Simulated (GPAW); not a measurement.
# Polarising 2H-MoOSe monolayer with a field along the normal

The dipole of the cell at several fields, atoms fixed. What does the strongest field give, and what length does the slope stand for?

How it was computed: GPAW 26.7.0, plane waves (500 eV), PAW setups, PBE, 12×12 mesh, a dipole layer in the vacuum; geometry relaxed without an applied field with GPAW. The cell's area is 8.05 Å², and e/ε0 = 180.95 V Å.

Results, with one row withheld:

```
field (V/Å)  dipole (e Å)
       −0.2       −0.1459
       −0.1       −0.1256
      −0.05       −0.1155
       0.05       −0.0952
        0.1       −0.0850
        0.2       −0.0647
        0.3             ?
```

Q: What is the dipole at 0.3 V/Å?

A: A line through the 6 points has the slope α = 0.203 e Å per V/Å and the intercept p₀ = −0.1053 e Å (r.m.s. residual 2.4e−05). At 0.3 V/Å it gives p = −0.1053 + 0.203 × 0.3 = −0.0444 e Å; the run gives −0.0443 e Å, so the response stays linear to 0.3 % of the induced part. Dividing by ε0 and the area: α/(ε0 A) = 0.203 × 180.95 / 8.05 = 4.56 Å, against 2.90 Å between the outer nuclei. For a gapped layer this length is t(1 − 1/ε), so it fixes ε only once a thickness t is chosen.

**Limits.** This is the electronic response alone; ions that move would add to it in polar layers. No run was spin-polarised, so magnetic states weren't tested. Layers with unlike faces were relaxed with their cell in a fully periodic cell without the dipole layer, so their atoms felt a small spurious field.

[Logs are printed without paths, hosts, clocks, repeated set-up lines and the standing remarks that a program may print on its own settings, such as how far it seeks lower states.]
